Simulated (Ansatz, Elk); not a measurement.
**How far do independent atoms describe CrSeS?**

Structure refinements treat a crystal as free atoms side by side. For a made-up structure of CrSeS (cell and positions from a PBE relaxation) the runs below show what the calculated density changes in F(hkl).

Calculated with Elk 11.2.3 (patched build); DFT, PBE, all-electron APW+lo, Dirac cores, scalar-relativistic bands, static density, no spin.

This account leaves out most program logs.

The structure was built from a prototype and need not be the compound's stable phase.

### 1. Set-up

The structure is trigonal, space group R3m (No. 160). The conventional cell has a = 3.127 Å, b = 3.127 Å, c = 21.682 Å, α = 90.00°, β = 90.00°, γ = 120.00°. Se has 3 Cr at 2.42 Å nearest. Nearest to Cr lie 3 S at 2.30 Å and 3 Se at 2.42 Å. S has 3 Cr at 2.30 Å nearest. Farther neighbours and most contacts between anions are not listed.

### 2. Ground state and structure factors

An all-electron density is needed, since X-rays see the cores too. Task 0 finds the density and task 195 Fourier-transforms it; tshift is off so that phases refer to the origin typed.

File elk.in:

```
tasks
  0
  195

xctype
  20

spinpol
  .false.

rgkmax
  7.0

gmaxvr
  14.0

lmaxo
  7

lmaxapw
  8

swidth
  0.002

tshift
  .false.

ramdisk
  .false.

hmaxvr
  5.5

maxscl
  120

epspot
  1e-06

sppath
  './'

avec
  2.95482141788 1.70596694102 13.65740806819
  -2.95482141788 1.70596694102 13.65740806819
  0.00000000000 -3.41193388204 13.65740806819

atoms
  3
  'Se.in'
  1
  0.7374887747 0.7374887747 0.7374887747   0.000000 0.000000 0.000000
  'Cr.in'
  1
  -0.0036726281 -0.0036726281 -0.0036726281   0.000000 0.000000 0.000000
  'S.in'
  1
  0.5972505004 0.5972505004 0.5972505004   0.000000 0.000000 0.000000

ngridk
  8 8 8
```

On the command line:

```
$ OMP_NUM_THREADS=4 elk
```

Wall time 62 s (4 threads of Arm Neoverse V1, shared host); peak memory 0.18 GiB; 3.5 min of CPU time.

SFACRHO.OUT:

```text

h k l indices transformed by vhmat matrix:
   1.000000000       0.000000000       0.000000000    
   0.000000000       1.000000000       0.000000000    
   0.000000000       0.000000000       1.000000000    

      h      k      l  multipl.   |H|            Re(F)            Im(F)           |F|

      0      0      0      1   0.0000000       73.999999     -0.31405551E-15   73.999999    
      1      1      1      1  0.46005694       34.354214       15.613772       37.735950    
     -1     -1     -1      1  0.46005694       34.354214      -15.613772       37.735950    
     -2     -2     -2      1  0.92011387      -17.680713      -4.2211826       18.177623    
      2      2      2      1  0.92011387      -17.680713       4.2211826       18.177623    
     -1      0      0      3   1.2372286       6.8036396       34.671792       35.333025    
      1      0      0      3   1.2372286       6.8036396      -34.671792       35.333025    
      1      0      1      3   1.2654191      -4.8775274       14.261063       15.072100    
      0     -1     -1      3   1.2654191      -4.8775274      -14.261063       15.072100    
     -2     -1     -1      3   1.3724025       34.598072       2.8052023       34.711608    
      2      1      1      3   1.3724025       34.598072      -2.8052023       34.711608    
     -3     -3     -3      1   1.3801708      -7.9684112       16.175373       18.031591    
      3      3      3      1   1.3801708      -7.9684112      -16.175373       18.031591    
      2      2      1      3   1.4474602       17.790784      -27.182660       32.487059    
     -2     -2     -1      3   1.4474602       17.790784       27.182660       32.487059    
      2      3      2      3   1.6308119       33.483176       27.931097       43.603547    
     -3     -2     -2      3   1.6308119       33.483176      -27.931097       43.603547    
     -3     -3     -2      3   1.7355983       37.147040       26.891089       45.858840
```

Elk indexes on the primitive cell of elk.in and gives |H| = 4π sin θ/λ in inverse bohr. Below, one row stands for each form hkl of the conventional cell (m members, Friedel mates merged), F is for one primitive cell and the density is static (no thermal factor). Free-atom factors are Waasmaier and Kirfel's, and R is Σm||F|−|F'||/Σm|F|.

```
   hkl   m  sin θ/λ (Å⁻¹)  abs F, DFT  neutral atoms   diff.  abs of complex diff.
   003   2          0.069      37.736         37.694  +0.042                 0.084
   006   2          0.138      18.178         17.939  +0.239                 0.241
   101   6          0.186      35.333         35.227  +0.106                 0.408
   012   6          0.190      15.072         14.834  +0.238                 0.351
   104   6          0.206      34.712         35.080  -0.368                 0.373
   009   2          0.207      18.032         17.872  +0.160                 0.549
   015   6          0.218      32.487         32.662  -0.175                 0.315
   107   6          0.245      43.604         43.878  -0.275                 0.417
   018   6          0.261      45.859         46.235  -0.376                 0.396
0 0 12   2          0.277      36.790         37.331  -0.541                 0.550
1 0 10   6          0.295      13.432         13.580  -0.148                 0.244
0 1 11   6          0.314      24.415         24.622  -0.206                 0.233
   110   6          0.320      45.599         45.794  -0.195                 0.195
   113  12          0.327      24.766         24.955  -0.189                 0.202
0 0 15   2          0.346      40.895         41.206  -0.312                 0.319
   116  12          0.348      13.858         13.805  +0.053                 0.056
1 0 13   6          0.352      24.008         24.115  -0.108                 0.108
   021   6          0.370      26.299         26.493  -0.194                 0.199
0 1 14   6          0.372      20.976         21.093  -0.117                 0.118
   202   6          0.372      11.468         11.567  -0.099                 0.130
   024   6          0.381      26.437         26.446  -0.009                 0.134
   119  12          0.381      14.405         14.496  -0.091                 0.128
```

### 3. The highest occupied states alone

An energy window below the Fermi level keeps the highest occupied states, to see at which angles they scatter; shallow core shells can lie inside it and anion s states outside. No new self-consistency is needed.

Changes to elk.in since step 2:

```diff
@@ -1,3 +1,2 @@
 tasks
-  0
   195
@@ -40,2 +39,5 @@
 
+wsfac
+  -0.245820 0.495170
+
 sppath
```

On the command line:

```
$ OMP_NUM_THREADS=4 elk
```

It took 7.3 s on 4 threads; peak memory 0.18 GiB; 11 s of CPU time.

States within 12 eV below the Fermi level hold 14.00 electrons; any levels below the window count with the cores. Their amplitudes can exceed the total, where window and core parts have opposite phase:

```
   hkl  sin θ/λ (Å⁻¹)  abs F, window  abs F, all
   003          0.069          6.390      37.736
   006          0.138          0.751      18.178
   101          0.186          2.236      35.333
   012          0.190          2.313      15.072
   104          0.206          2.105      34.712
   009          0.207          1.136      18.032
   015          0.218          2.828      32.487
   107          0.245          1.963      43.604
   018          0.261          1.629      45.859
0 0 12          0.277          1.451      36.790
```

### 4. Another functional

The difference from free atoms is small, so it is set against the change that LDA (Perdew-Wang) makes.

Changes to elk.in since step 3:

```diff
@@ -1,2 +1,3 @@
 tasks
+  0
   195
@@ -4,3 +5,3 @@
 xctype
-  20
+  3
 
@@ -39,5 +40,2 @@
 
-wsfac
-  -0.245820 0.495170
-
 sppath
```

On the command line:

```
$ OMP_NUM_THREADS=4 elk
```

Elapsed: 45 s, on 4 threads; peak memory 0.18 GiB; 2.6 min of CPU time.

Against the first run R = 0.06 %; the largest change is -0.027 at 1 1 21.

### 5. Basis size

A smaller basis shows how fast F responds to it; the change is likely larger than the basis error of the first run, but doesn't show convergence.

Changes to elk.in since step 4:

```diff
@@ -5,3 +5,3 @@
 xctype
-  3
+  20
 
@@ -11,3 +11,3 @@
 rgkmax
-  7.0
+  5.5
```

On the command line:

```
$ OMP_NUM_THREADS=4 elk
```

Wall time 44 s (4 threads); peak memory 0.22 GiB.

Against the first run R = 0.04 %; the largest change is +0.045 at 208.

### 6. A coarser k-mesh

About half the k-points along each axis test the sampling.

Changes to elk.in since step 5:

```diff
@@ -11,3 +11,3 @@
 rgkmax
-  5.5
+  7.0
 
@@ -61,2 +61,2 @@
 ngridk
-  8 8 8
+  4 4 4
```

On the command line:

```
$ OMP_NUM_THREADS=4 elk
```

It took 23 s on 4 threads; peak memory 0.18 GiB; 50 s of CPU time.

Against the first run R = 0.01 %; the largest change is +0.005 at 0 0 12.

### 7. Settings against the effect

```
              run  R against the first run (%)  R against neutral atoms, low angle (%)  wall time
    PBE, rgkmax 7                         0.00                                    0.78       62 s
LDA (Perdew-Wang)                         0.06                                    0.76       45 s
       rgkmax 5.5                         0.04                                    0.83       44 s
     k-mesh 4×4×4                         0.01                                    0.78       23 s
```

### 8. What came out

```json
{
 "R against neutral atoms, sin θ/λ < 0.3 Å⁻¹": "0.78 %",
 "R against neutral atoms, 0.3 to 0.83 Å⁻¹": "0.17 %"
}
```

**Reading.** Independent neutral atoms miss the calculated amplitudes by R = 0.78 % below 0.3 Å⁻¹ and 0.17 % from there to 0.83 Å⁻¹; by shells, 0.50 % below 0.15 Å⁻¹ (2 forms), 0.80 % 0.15 to 0.3 (9 forms), 0.42 % 0.3 to 0.45 (20 forms), 0.12 % above 0.45 (112 forms). Bonding, aspherical density and the tables' own atoms all enter these figures, and the runs don't part them. The largest change of an amplitude is -0.54 electrons, at 0 0 12. R counts amplitudes alone; phases shift too. The window's part falls from 14.0 electrons at the origin to at most 0.54 between 0.45 and 0.83 Å⁻¹. Below 0.3 Å⁻¹ the changes that finished (LDA (Perdew-Wang), rgkmax 5.5 and k-mesh 4×4×4) move F by R = 0.06 % at most, against the 0.78 % that separates it from free atoms. These runs have no spin, though d or f shells may be open. Part of the difference isn't bonding: the tables are fits to free atoms and ions calculated by other methods than this functional. Thermal motion, anomalous dispersion and extinction are left out.

[Logs are printed without paths, hosts, clocks, repeated set-up lines and the standing remarks that a program may print on its own settings, such as how far it seeks lower states.]

[Hosts, paths, dates, database ids (printed as entryN), source tags and the programs' standing remarks are cut or masked in the printed files.]
